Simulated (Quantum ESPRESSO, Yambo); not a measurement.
An input for Yambo 5.3.0 (SnTe (Fm-3m)):

```
optics
bss
bse
em1s
dipoles
rim_cut
RandQpts= 1000000
RandGvec= 1 RL
Chimod= "HARTREE"
BSKmod= "SEX"
BSEmod= "resonant"
BSSmod= "d"
BSENGexx= 30 Ry
BSENGBlk= 6 Ry
% BSEQptR
 2 | 2 |
%
% BSEBands
 21 | 29 |
%
% BEnRange
 0 | 3 | eV
%
% BDmRange
 0.1 | 0.1 | eV
%
BEnSteps= 61
% BLongDir
 1 | 0 | 0 |
%
% BndsRnXs
 1 | 144 |
%
NGsBlkXs= 6 Ry
% LongDrXs
 1 | 1 | 1 |
%
% KfnQP_E
 0.021 | 1.0 | 1.0 |
%
WRbsWF
```

The database entry behind the starting cell differs from later determinations by our own check (about 0.3 % short), so it need not match the best structure at ambient conditions.

```sh
OMP_NUM_THREADS=1 mpirun -n 4 yambo -F bse6.in -J bse6,bse3_W -C bse6 > bse6.log
```

The stored states that it reads are on a 4×4×4 mesh. The structure is cubic, space group Fm-3m (No. 225). Conventional cell: a = 6.302 Å, b = 6.302 Å, c = 6.302 Å, α = 90.00°, β = 90.00°, γ = 90.00°. Sn has 6 Te at 3.15 Å nearest. Nearest to Te lie 6 Sn at 3.15 Å. Farther neighbours and most contacts between anions are not listed.

Q: Estimate wall time and host memory on 4 MPI ranks of Arm Neoverse V2, shared host.

It took 16 s; on shared hardware allow 8 s to 32 s. Peak host memory was 1.2 GiB.

The kernel grows as the square of the matrix size, and full diagonalisation as its cube.

[Paths, hosts, dates, memory and timing lines, banners, echoed tables and standing remarks are left out of the program output.]

[Logs are printed without paths, hosts, clocks, repeated set-up lines and the standing remarks that a program may print on its own settings, such as how far it seeks lower states.]

[Runs of the session that timed out or met a known fault of the program may be left out.]

[Hosts, paths, dates, database ids (printed as entryN), source tags and the programs' standing remarks are cut or masked in the printed files.]
